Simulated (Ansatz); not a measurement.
# Bi2S3 (Bismuthinite): the gap up the ladder of methods

Aim: the gap of Bi2S3 (Bismuthinite) at several levels of theory on one structure, with the time that each takes.

Method: density functionals, hybrids and G0W0, plane waves, PAW, in Ansatz 0.2.0.

The database entry behind the starting cell differs from later determinations by our own check (about 0.4 % long), so it need not match the best structure at ambient conditions.

## 1. The starting structure

The structure is orthorhombic, space group Pnma (No. 62). The conventional cell has a = 11.345 Å, b = 3.994 Å, c = 11.193 Å, α = 90.00°, β = 90.00°, γ = 90.00°. Nearest to Bi lie 6 S at 2.67 to 3.07 Å. Nearest to Bi lie 7 S at 2.60 to 3.34 Å. S has 3 Bi at 2.70 to 2.76 Å nearest. Nearest to S lie 5 Bi at 2.60 to 3.07 Å. Nearest to S lie 5 Bi at 2.67 to 3.34 Å. Farther neighbours and most contacts between anions are not listed.

The cell and positions come from the Crystallography Open Database and are kept as given unless a step says otherwise. Spin-orbit coupling is left out unless a step names it. The default PAW set here is soft_2. Its files were made with PBE.

## 2. LDA on the 2×6×2 mesh

This step: DFT, LDA, plane waves, PAW.

input.yaml reads:

```yaml
crystal:
  lattice:
    - [11.345, 0.0, 0.0]
    - [0.0, 3.994, 0.0]
    - [0.0, 0.0, 11.193]
  atoms:
    - { symbol: Bi, position: [0.4835, 0.25, 0.3257] }
    - { symbol: Bi, position: [0.0165, 0.75, 0.8257] }
    - { symbol: Bi, position: [0.9835, 0.25, 0.1743] }
    - { symbol: Bi, position: [0.5165, 0.75, 0.6743] }
    - { symbol: Bi, position: [0.3407, 0.75, 0.0339] }
    - { symbol: Bi, position: [0.1593, 0.25, 0.5339] }
    - { symbol: Bi, position: [0.8407, 0.75, 0.4661] }
    - { symbol: Bi, position: [0.6593, 0.25, 0.9661] }
    - { symbol: S, position: [0.2835, 0.25, 0.1943] }
    - { symbol: S, position: [0.2165, 0.75, 0.6943] }
    - { symbol: S, position: [0.7835, 0.25, 0.3057] }
    - { symbol: S, position: [0.7165, 0.75, 0.8057] }
    - { symbol: S, position: [0.5495, 0.75, 0.1286] }
    - { symbol: S, position: [0.9505, 0.25, 0.6286] }
    - { symbol: S, position: [0.0495, 0.75, 0.3714] }
    - { symbol: S, position: [0.4505, 0.25, 0.8714] }
    - { symbol: S, position: [0.3767, 0.75, 0.4414] }
    - { symbol: S, position: [0.1233, 0.25, 0.9414] }
    - { symbol: S, position: [0.8767, 0.75, 0.0586] }
    - { symbol: S, position: [0.6233, 0.25, 0.5586] }
kpoints:
  mp_grid: { grid: [2, 6, 2] }
  band_path:
    path:
      - [0.0, 0.0, 0.0]
      - [0.5, 0.0, 0.0]
      - [0.5, 0.5, 0.0]
      - [0.0, 0.5, 0.0]
      - [0.0, 0.0, 0.5]
      - [0.5, 0.0, 0.5]
      - [0.5, 0.5, 0.5]
      - [0.0, 0.5, 0.5]
      - [0.3333333333, 0.0, 0.0]
      - [0.0, 0.0, 0.0833333333]
      - [0.0, 0.0, 0.1666666667]
    npoints: 1
hamiltonian:
  xc: lda
scf:
  occupations: { method: fixed }
  n_extra_bands: 10
output:
  eigenvalues: true
  forces: true
  stress: true
```

Started as:

```
$ ansatz run input.yaml --threads 32 --pin off --max-ram 129024MiB --backend cuda --events-out ev --progress --plain --runs-dir out --devices 1 --max-vram 157GiB  # rebuilt from the run's record
```

Numbers of over 12 decimals in the logs are rounded to 6 here.

Output:

```text
scf.n_extra_bands = 10 over 96 filled bands (N_el = 192.0): the run solves 106 bands
GPUs: using 1 of 1 available (devices: 1).
Engine: ansatz 0.2.0, aarch64-unknown-linux-gnu
Pseudopotentials: kind: paw
Pseudopotential: Bi, paw, valence charge 15, recommended cutoff 420 eV (normal), Bi.paw.azcp
Pseudopotential: S, paw, valence charge 6, recommended cutoff 420 eV (normal), S.paw.azcp
Functional definition: SPW92
  exchange = slater_x
  correlation = pw_c
device memory: the entry about to start is reckoned to put 20.6 GiB on a device that reports 182.5 GiB free (of which the cap on the GPU budget leaves the run 157.0 GiB)
GPU FFT provider: cuFFT
GPU libraries: cuBLAS 13.8.1, cuFFT 12.4.0, cuSOLVER 12.3.2
GPU matrix products: emulated (plane waves: as basis.precision tells), large ones in fixed point in workspaces of 1.00 GiB
Crystal: 20 atoms, lattice volume = 507.176 Å³
Basis set: ecut = 420 eV, 9929 PW (Γ)
Bands: 106, of which v1, the nominal top of the filled ones, is band 96 counted from 1 (95 counted from 0)
Symmetry: 8 space group operations
Space group: Pnma (ITA 62), of the structure as read, at distance tolerance 8.0e-5 Å
k-points: 16 of 24
Non-local potential: Bi, projectors of the file, l = 0: 2, l = 1: 2, l = 2: 2, l = 3: 2
Non-local potential: S, projectors of the file, l = 0: 2, l = 1: 2, l = 2: 2
PAW form: soft (Blöchl's): semilocal exchange-correlation on the pseudo side does not see the compensation charge
PAW frozen core: Bi, regenerated for the run's functional, and the local potential with it (the file was generated under x = pbe(κ = 0.804, μ = 0.219515), c = pbe(β = 0.066725))
PAW frozen core: S, regenerated for the run's functional, and the local potential with it (the file was generated under x = pbe(κ = 0.804, μ = 0.219515), c = pbe(β = 0.066725))
PAW one-centre angular grid: Bi, 590 points (default); XC on 64 Gauss nodes
PAW one-centre angular grid: S, 110 points (default); XC on 64 Gauss nodes
Initial density: superposition of atomic densities (neutral atoms: chi_scale 0, normalization atom), corrected by the library's trained network
Initial wavefunctions: pseudopotential atomic-orbital guess
GPU buffer pool allocated for 162000 grid points (all kernels)
GPU transforms: local potential and band sums: pruned to the plane-wave sphere, on 75×27×75
Functional: x = slater, c = lda
SCF iter   1: F=—  HF=-107128.668506 eV  |F-HF|=—  |Δ(HF+E_count)|=         —  Δρ=6.53e-3  dr2=3.18e-1  ethr=1.77e-3  ⟨swp⟩=5.0  Hψ=6333  notcnv=0  defer=91
preconditioner: auto → Resta (q_TF=auto, 2.321 Å⁻¹)  ε∞=3.3  [insulator: Δε(μ)=1.200 eV  Ē_g=14.927 eV  n_scr=114 (ndim 8)  ℏωp=22.8 eV  f_vac=0.012  ε∞_Penn≈3.3]
SCF iter   2: F=—  HF=-107128.589131 eV  |F-HF|=—  |Δ(HF+E_count)|=   7.94e-2  Δρ=2.68e-3  dr2=2.47e-2  ethr=1.66e-4  ⟨swp⟩=2.0  Hψ=2259  notcnv=0  defer=122
SCF iter   3: F=—  HF=-107128.581471 eV  |F-HF|=—  |Δ(HF+E_count)|=   7.66e-3  Δρ=9.35e-4  dr2=3.50e-3  ethr=1.29e-5  ⟨swp⟩=2.4  Hψ=2610  notcnv=0  defer=124
SCF iter   4: F=—  HF=-107128.580742 eV  |F-HF|=—  |Δ(HF+E_count)|=   7.28e-4  Δρ=1.55e-4  dr2=1.75e-4  ethr=1.82e-6  ⟨swp⟩=2.0  Hψ=2187  notcnv=0  defer=122
SCF iter   5: F=—  HF=-107128.580708 eV  |F-HF|=—  |Δ(HF+E_count)|=   3.42e-5  Δρ=6.33e-5  dr2=4.09e-5  ethr=9.12e-8  ⟨swp⟩=2.0  Hψ=2384  notcnv=0  defer=79
SCF iter   6: F=—  HF=-107128.580775 eV  |F-HF|=—  |Δ(HF+E_count)|=   6.67e-5  Δρ=1.92e-5  dr2=2.80e-6  ethr=2.13e-8  ⟨swp⟩=2.0  Hψ=2202  notcnv=0  defer=66
SCF iter   7: F=—  HF=-107128.580775 eV  |F-HF|=—  |Δ(HF+E_count)|=   5.52e-7  Δρ=8.97e-6  dr2=1.11e-6  ethr=1.46e-9  ⟨swp⟩=2.0  Hψ=2459  notcnv=0  defer=66
SCF iter   8: F=-107128.580775 eV  HF=-107128.580775 eV  |F-HF|=7.31e-9  |Δ(HF+E_count)|=   1.44e-7  Δρ=2.17e-6  dr2=2.23e-8  ethr=5.21e-11  ⟨swp⟩=10.8  Hψ=10306  notcnv=0
SCF 1 converged in 8 iterations: F = -107128.580775 eV  dr2 = 2.23e-8
[...]
device memory: the entry about to start is reckoned to put 12.7 GiB on a device that reports 182.5 GiB free (of which the cap on the GPU budget leaves the run 157.0 GiB)
NSCF: frozen V_eff on 11 k-points
SCF converged after 8 iterations
Free energy (F): -107128.580775 eV
Harris-Foulkes:  -107128.580775 eV  (|F-HF|=7.31e-9)
Internal energy: -107128.580775 eV  (E = F + TS)
E sigma→0 (E₀):  -107128.580775 eV
Fermi energy:    7.286419 eV
--- Per-component energies (eV) ---
  E_band       = -976.163464
  E_kinetic    = 3689.398396
  E_local      = -14448.222456  (includes V_loc(G=0)·N_el)
  E_nonlocal   = 4884.088338
  E_hartree    = 4743.737307
  E_xc         = -2359.410828
  E_vxc        = -2209.283746  (∫ρ·V_xc dr)
  E_paw        = -89646.442758  (= ΣΔE_a)
  E_vpaw       = -2379.618874  (= ΣTr[D̂ρ^β])
  E_aug_tail   = -0.004112  (compensation charges beyond the density's cutoff)
  E_ewald      = -13993.523952
  E_core_change = 1.799292  (= ΣΔE_core)
  E_smearing   = -0.000000  (= −TS)
  E_closure    = -0.000000  (closes the sum)
  Σ components = -107128.580775   (vs F -107128.580775, Δ=0.00e0)
--- Forces (eV/Å), atoms counted from 1 ---
  atom   1  Bi     0.00145002    -0.00000000    -0.04533986
  atom   2  Bi    -0.00145002     0.00000000    -0.04533986
  atom   3  Bi     0.00145002    -0.00000000     0.04533986
  atom   4  Bi    -0.00145002     0.00000000     0.04533986
  atom   5  Bi    -0.01798671     0.00000000     0.06702340
  atom   6  Bi     0.01798671     0.00000000     0.06702340
  atom   7  Bi    -0.01798671    -0.00000000    -0.06702340
  atom   8  Bi     0.01798671     0.00000000    -0.06702340
  atom   9  S      0.15099711     0.00000000    -0.22808083
  atom  10  S     -0.15099711    -0.00000000    -0.22808083
  atom  11  S      0.15099711     0.00000000     0.22808083
  atom  12  S     -0.15099711    -0.00000000     0.22808083
  atom  13  S     -0.00297971     0.00000000    -0.01687709
  atom  14  S      0.00297971    -0.00000000    -0.01687709
  atom  15  S     -0.00297971     0.00000000     0.01687709
  atom  16  S      0.00297971    -0.00000000     0.01687709
  atom  17  S      0.04873668     0.00000000     0.13113734
  atom  18  S     -0.04873668     0.00000000     0.13113734
  atom  19  S      0.04873668     0.00000000    -0.13113734
  atom  20  S     -0.04873668     0.00000000    -0.13113734
  max |Σ_I F_I| component: 3.47e-17 eV/Å
--- Stress (GPa, compression-positive) ---
       -2.523780      -0.000000       0.000000
       -0.000000      -3.082073      -0.000000
        0.000000      -0.000000      -3.453211
  P = ⅓ Tr σ = -3.0197 GPa (-30.197 kbar)
--- Band table (eV; the first three rows and the last of 16) ---
[... rows of the band table ...]
```

The job ended after 1.9 s (1 × NVIDIA GB200 with 32 threads of Arm Neoverse V2, shared host; peak memory 1.2 GiB; 7.2 s of CPU time).

Numbers from this step:

```
pressure             : -3.020 GPa
gap                  : 1.249 eV
valence top at       : k = (0.333, 0.000, 0.000)
conduction bottom at : k = (0.000, 0.000, 0.167)
least direct gap     : 1.283 eV
```

Over mesh and listed points the gap is 1.249 eV, from k = (0.333, 0.000, 0.000) to k = (0.000, 0.000, 0.167). The least direct gap found is 1.283 eV, at k = (0.000, 0.000, 0.167). On the 2×6×2 mesh alone the same run gives 1.284 eV, so that mesh misses an edge of LDA: 1.284 − 1.249 = +0.035 eV.

## 3. PBEsol on the 2×6×2 mesh

This step: DFT, PBEsol, plane waves, PAW.

input.yaml: that of step 2 with these lines changed.

```diff
@@ -43,3 +43,3 @@
 hamiltonian:
-  xc: lda
+  xc: pbesol
 scf:
```

Output:

```text
[...]
GPUs: using 1 of 1 available (devices: 1).
[...]
GPU FFT provider: cuFFT
GPU libraries: cuBLAS 13.8.1, cuFFT 12.4.0, cuSOLVER 12.3.2
[...]
Crystal: 20 atoms, lattice volume = 507.176 Å³
Basis set: ecut = 420 eV, 9929 PW (Γ), exchange–correlation on 160×54×150 points (8 copies of the dense FFT grid, shifted against one another)
Bands: 106, of which v1, the nominal top of the filled ones, is band 96 counted from 1 (95 counted from 0)
Symmetry: 8 space group operations
[...]
k-points: 16 of 24
[...]
GPU buffer pool allocated for 162000 grid points (all kernels)
[...]
SCF iter   1: F=—  HF=-108562.571270 eV  |F-HF|=—  |Δ(HF+E_count)|=         —  Δρ=5.11e-3  dr2=2.40e-1  ethr=1.77e-3  ⟨swp⟩=5.0  Hψ=6021  notcnv=0  defer=95
[...]
--- Forces (eV/Å), atoms counted from 1 ---
  atom   1  Bi     0.07153837     0.00000000    -0.06423827
  atom   2  Bi    -0.07153837    -0.00000000    -0.06423827
  atom   3  Bi     0.07153837     0.00000000     0.06423827
  atom   4  Bi    -0.07153837    -0.00000000     0.06423827
  atom   5  Bi    -0.07550230    -0.00000000     0.01437012
  atom   6  Bi     0.07550230     0.00000000     0.01437012
  atom   7  Bi    -0.07550230    -0.00000000    -0.01437012
  atom   8  Bi     0.07550230     0.00000000    -0.01437012
[...]
atom  17  S      0.00166802    -0.00000000     0.16074045
  atom  18  S     -0.00166802     0.00000000     0.16074045
  atom  19  S      0.00166802    -0.00000000    -0.16074045
  atom  20  S     -0.00166802     0.00000000    -0.16074045
  max |Σ_I F_I| component: 2.78e-17 eV/Å
--- Stress (GPa, compression-positive) ---
       -0.961319       0.000000       0.000000
        0.000000      -1.522117       0.000000
        0.000000       0.000000      -1.884782
  P = ⅓ Tr σ = -1.4561 GPa (-14.561 kbar)
--- Band table (eV; the first three rows and the last of 16) ---
[... rows of the band table ...]
[key lines of the parts left out:]
SCF converged after 8 iterations
Free energy (F): -108562.504815 eV
Fermi energy:    7.446878 eV
```

Wall time 1.9 s (1 × NVIDIA GB200 with 32 threads); peak memory 1.2 GiB.

Numbers from this step:

| Property | Result |
| --- | --- |
| pressure | -1.456 GPa |
| gap | 1.306 eV |
| valence top at | k = (0.333, 0.000, 0.000) |
| conduction bottom at | k = (0.000, 0.000, 0.167) |
| least direct gap | 1.338 eV |

Over mesh and listed points the gap is 1.306 eV, from k = (0.333, 0.000, 0.000) to k = (0.000, 0.000, 0.167). The least direct gap found is 1.338 eV, at k = (0.000, 0.000, 0.167). On the 2×6×2 mesh alone the same run gives 1.340 eV, so that mesh misses an edge of PBEsol: 1.340 − 1.306 = +0.034 eV. PBEsol against LDA: 1.306 − 1.249 = +0.057 eV, with the same mesh, files and cutoff, and both edges at the same k points.

## 4. PBE on the 2×6×2 mesh

Levels along a band path and on the mesh show where this functional puts the band edges.

This step: DFT, PBE, plane waves, PAW.

input.yaml: that of step 3 with these lines changed.

```diff
@@ -30,18 +30,11 @@
     path:
-      - [0.0, 0.0, 0.0]
-      - [0.5, 0.0, 0.0]
-      - [0.5, 0.5, 0.0]
-      - [0.0, 0.5, 0.0]
-      - [0.0, 0.0, 0.5]
-      - [0.5, 0.0, 0.5]
-      - [0.5, 0.5, 0.5]
-      - [0.0, 0.5, 0.5]
-      - [0.3333333333, 0.0, 0.0]
-      - [0.0, 0.0, 0.0833333333]
-      - [0.0, 0.0, 0.1666666667]
-    npoints: 1
+      - [[0.0, 0.0, 0.0], [0.5, 0.0, 0.0], [0.5, 0.5, 0.0], [0.0, 0.5, 0.0], [0.0, 0.0, 0.0], [0.0, 0.0, 0.5], [0.5, 0.0, 0.5], [0.5, 0.5, 0.5], [0.0, 0.5, 0.5], [0.0, 0.0, 0.5]]
+      - [[0.5, 0.0, 0.0], [0.5, 0.0, 0.5]]
+      - [[0.0, 0.5, 0.0], [0.0, 0.5, 0.5]]
+      - [[0.5, 0.5, 0.0], [0.5, 0.5, 0.5]]
+    npoints: 6
 hamiltonian:
-  xc: pbesol
+  xc: pbe
 scf:
-  occupations: { method: fixed }
+  occupations: { method: fermi_dirac, width: 0.02 }
   n_extra_bands: 10
```

Output:

```text
[...]
GPUs: using 1 of 1 available (devices: 1).
[...]
GPU FFT provider: cuFFT
GPU libraries: cuBLAS 13.8.1, cuFFT 12.4.0, cuSOLVER 12.3.2
[...]
Crystal: 20 atoms, lattice volume = 507.176 Å³
Basis set: ecut = 420 eV, 9929 PW (Γ), exchange–correlation on 160×54×150 points (8 copies of the dense FFT grid, shifted against one another)
[...]
atom  19  S     -0.04092665     0.00000000    -0.18576503
  atom  20  S      0.04092665    -0.00000000    -0.18576503
  max |Σ_I F_I| component: 5.55e-17 eV/Å
--- Stress (GPa, compression-positive) ---
        1.940415       0.000000      -0.000000
        0.000000       1.494432       0.000000
       -0.000000       0.000000       1.143425
  P = ⅓ Tr σ = 1.5261 GPa (15.261 kbar)
--- Band table (eV; the first three rows and the last of 16) ---
[... rows of the band table ...]
[key lines of the parts left out:]
SCF converged after 8 iterations
Free energy (F): -110004.218819 eV
Fermi energy:    8.281720 eV
```

Elapsed: 3.5 s, on 1 × NVIDIA GB200 with 32 threads; peak memory 1.2 GiB.

Numbers from this step:

- pressure: 1.526 GPa
- gap: 1.391 eV
- valence top at: k = (0.333, 0.000, 0.000)
- conduction bottom at: k = (0.000, 0.000, 0.083)
- least direct gap: 1.426 eV

Over mesh and path the gap is 1.391 eV, from k = (0.333, 0.000, 0.000) to k = (0.000, 0.000, 0.083). The least direct gap found is 1.426 eV, at k = (0.000, 0.000, 0.167). On the 2×6×2 mesh alone the same run gives 1.423 eV, so that mesh misses an edge of PBE: 1.423 − 1.391 = +0.032 eV. PBE against PBEsol: 1.391 − 1.306 = +0.085 eV. Mesh, set of files and cutoff are the same, but the conduction bottom lies at another k point, so this need not be the shift of one pair of states.

## 5. PBE+SOC on the 2×6×2 mesh

This run has two-component orbitals with spin-orbit coupling.

This step: DFT, PBE with spin-orbit coupling, plane waves, PAW.

input.yaml, the sections that differ from step 4:

```yaml
kpoints:
  mp_grid: { grid: [2, 6, 2] }
  band_path:
    path:
      - [0.0, 0.0, 0.0]
      - [0.5, 0.0, 0.0]
      - [0.5, 0.5, 0.0]
      - [0.0, 0.5, 0.0]
      - [0.0, 0.0, 0.5]
      - [0.5, 0.0, 0.5]
      - [0.5, 0.5, 0.5]
      - [0.0, 0.5, 0.5]
      - [0.3333333333, 0.0, 0.0]
      - [0.0, 0.0, 0.0833333333]
      - [0.0, 0.0, 0.1666666667]
    npoints: 1
scf:
  occupations: { method: fixed }
  n_extra_bands: 20
magnetization:
  noncollinear: true
  spin_orbit: true
# crystal, hamiltonian, output: as in step 4
```

Output:

```text
[...]
GPUs: using 1 of 1 available (devices: 1).
[...]
non-collinear run that drives no moment, with spin-orbit: no starting moment large enough to seed its density (crystal.atoms[].spin), no starting occupations that ask for one, no magnetisation constraint and no magnetic field, so the semilocal B_xc is pinned to zero
[...]
atom  20  S      0.08081529    -0.00000000    -0.15414266
  max |Σ_I F_I| component: 5.55e-17 eV/Å
--- Stress (GPa, compression-positive) ---
        2.239318      -0.000000      -0.000000
       -0.000000       1.994094      -0.000000
       -0.000000      -0.000000       1.649576
  P = ⅓ Tr σ = 1.9610 GPa (19.610 kbar)
--- Band table (eV; the first three rows and the last of 16) ---
[... rows of the band table ...]
[key lines of the parts left out:]
SCF converged after 10 iterations
Magnetization: |M| = 0.0000 μB,  M = (+0.0000, +0.0000, +0.0000) μB
Free energy (F): -110336.914861 eV
Fermi energy:    7.499769 eV
```

It took 4.8 s on 1 × NVIDIA GB200 with 32 threads; peak memory 2.2 GiB.

This step gave:

```yaml
pressure: 1.961 GPa
gap: 0.9537 eV
valence_top_at: k = (0.333, 0.000, 0.000)
conduction_bottom_at: k = (0.000, 0.000, 0.167)
least_direct_gap: 0.9854 eV
```

Over mesh and listed points the gap is 0.954 eV, from k = (0.333, 0.000, 0.000) to k = (0.000, 0.000, 0.167). The least direct gap found is 0.985 eV, at k = (0.000, 0.000, 0.167). On the 2×6×2 mesh alone the same run gives 0.998 eV, so that mesh misses an edge of PBE+SOC: 0.998 − 0.954 = +0.044 eV. PBE+SOC against PBE: 0.954 − 1.391 = −0.437 eV. Mesh, set of files and cutoff are the same, but the conduction bottom lies at another k point, so this need not be the shift of one pair of states. The spin-orbit run sees mesh and listed points alone, so its gap is an upper bound: the coupling can move an edge off these points, and the change over the zone, its sign included where it is small, is not known.

## 6. HSE06 on the 2×4×2 mesh

HSE06 mixes in a quarter of exact exchange at short range.

This step: DFT, HSE06, plane waves, PAW.

input.yaml: that of step 5 with these lines changed.

```diff
@@ -27,3 +27,3 @@
 kpoints:
-  mp_grid: { grid: [2, 6, 2] }
+  mp_grid: { grid: [2, 4, 2] }
   band_path:
@@ -43,12 +43,7 @@
 hamiltonian:
-  xc: pbe
+  xc: hse06
 scf:
   occupations: { method: fixed }
-  n_extra_bands: 20
-magnetization:
-  noncollinear: true
-  spin_orbit: true
+  n_extra_bands: 10
 output:
   eigenvalues: true
-  forces: true
-  stress: true
```

Output:

```text
[...]
GPUs: using 1 of 1 available (devices: 1).
[...]
davidson cushion auto → on  (no smearing: the cushion is to keep the highest requested band from converging to the state above it; pin scf.eigensolver.cushion to override)
[...]
GPU FFT provider: cuFFT
GPU libraries: cuBLAS 13.8.1, cuFFT 12.4.0, cuSOLVER 12.3.2
[...]
Crystal: 20 atoms, lattice volume = 507.176 Å³
Basis set: ecut = 420 eV, 9929 PW (Γ)
[...]
Stability not checked: this state was not tested for a lower state beside it, because the functional holds exact exchange (a hybrid, or Hartree-Fock), whose exchange loop this test does not read (fock_operator; see scf.lower_state_search)
Free energy (F): -110039.689029 eV
Frozen-core exchange: fock
[...]
Internal energy: -110039.689029 eV  (E = F + TS)
E sigma→0 (E₀):  -110039.689029 eV
Fermi energy:    7.065291 eV
[...]
--- Band table (eV; the first three rows and the last of 12) ---
[... rows of the band table ...]
```

It took 22 s on 1 × NVIDIA GB200 with 32 threads; peak memory 3.3 GiB.

This step gave:

- gap: 2.008 eV
- valence top at: k = (0.333, 0.000, 0.000)
- conduction bottom at: Γ
- least direct gap: 2.036 eV
- exact-exchange fraction: 0.25

Over mesh and listed points the gap is 2.008 eV, from k = (0.333, 0.000, 0.000) to k = Γ. The least direct gap found is 2.036 eV, at k = (0.000, 0.000, 0.167). On the 2×4×2 mesh alone the same run gives 2.042 eV, so that mesh misses an edge of HSE06: 2.042 − 2.008 = +0.034 eV. HSE06 against PBE: 2.008 − 1.391 = +0.617 eV. The runs also differ in mesh (2×6×2 and 2×4×2), and the conduction bottom lies at another k point, so how much of this comes from the functional alone is not known.

(Continued in part 2 of 2.)

[Paths, hosts, dates, memory and timing lines, banners, echoed tables and standing remarks are left out of the program output.]

[Logs are printed without paths, hosts, clocks, repeated set-up lines and the standing remarks that a program may print on its own settings, such as how far it seeks lower states.]

[Runs of the session that timed out or met a known fault of the program may be left out.]

[Cells called generated may have been cut or substituted from an entry of the Crystallography Open Database or the Materials Project.]

[Hosts, paths, dates, database ids (printed as entryN), source tags and the programs' standing remarks are cut or masked in the printed files.]

[Where an RPA ε∞ is given, it is that of the G0W0 mesh and is not shown converged in it. Names of k-points follow the symmetry that the program found, which can be lower than the space group named. Band edges on a path are those of the sampled points; other points can move an edge, and change direct to indirect where valleys lie close.]

[Hybrid gaps are those of their k-mesh and are not shown converged in it.]
